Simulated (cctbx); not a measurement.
# Lattice, Laue class and space group of a new crystal

Cell: a = 4.8650 Å, b = 4.8650 Å, c = 3.9290 Å, α = 90.00°, β = 90.00°, γ = 120.00°. Expected content of the cell: Pt3 Ni2 Mg1.

The data are simulated with cctbx, not measured: Mo Kα, λ = 0.71073 Å, to d = 0.65 Å, 95 % of the full sphere, strongest reflection 5000 counts, noise from counting, a 1.5 % proportional error and a noise floor of 8 counts (s.d.); no absorption, some extinction.

A first pass over the reflections prints:

```text
1196 reflections to d = 0.652 A
centring   violations  <I/sigma> of those
    A        478 of   593     12.8
    B        486 of   599     12.7
    C        454 of   596      8.3
    I        487 of   606     12.7
    R        656 of   804     13.0
    F        709 of   894     11.3
Laue class    unique    Rint  (classes that these axes allow; Friedel mates merged)
P -1              627   0.028
P 1 1 2/m         354   0.034
P -3              213   0.038
P -3 1 m          127   0.040
P -3 m 1          138   0.039
P 6/m             122   0.040
P 6/m m m          87   0.041
space group    extra absences  I>4sigma  <I/sigma>
P 6 2 2                 0          0         -  acentric
P 6 m m                 0          0         -  acentric
P -6 m 2                0          0         -  acentric
P -6 2 m                0          0         -  acentric
P 6/m m m               0          0         -  centric
Wilson B = 0.96 A^2   <|E^2-1|> = 0.710 (0.968 centric, 0.736 acentric)   E^2>4: 0.0 %
shell (A)         n   <I/sigma>
 4.21 - 1.24     17     56.3
 1.24 - 0.99     13     67.4
 0.99 - 0.86     13     44.3
 0.86 - 0.79     10     33.1
 0.79 - 0.73     13     44.9
 0.73 - 0.69      9     33.6
 0.69 - 0.65     12     30.1
```

Q: Read the symmetry from these tables.

Every centring test has many violations, so the lattice is primitive.

Rint stays low (0.028 to 0.041) up to P 6/m m m, the highest class in these axes.

5 settings pass the absence test. No glide or screw absences show, which leaves P 6 2 2, P 6 m m, P -6 m 2, P -6 2 m and P 6/m m m.

⟨|E²−1|⟩ = 0.710 leans to a non-centrosymmetric structure. Here that hint misleads: the statistic assumes many like atoms on general positions, and few, heavy or special-position atoms break it. The Wilson B of 0.96 Å² means U ≈ 0.0122 Å².

The true group is P6/mmm (no. 191), Laue class 6/mmm, centrosymmetric. The tables only narrow the choice to the tied entries; cell content, site symmetry and trial solutions must settle it.

The model is made up (kin elements in a known structure type, no relaxation), so it says nothing on whether the phase exists.

[Logs are printed without paths, hosts, clocks, repeated set-up lines and the standing remarks that a program may print on its own settings, such as how far it seeks lower states.]
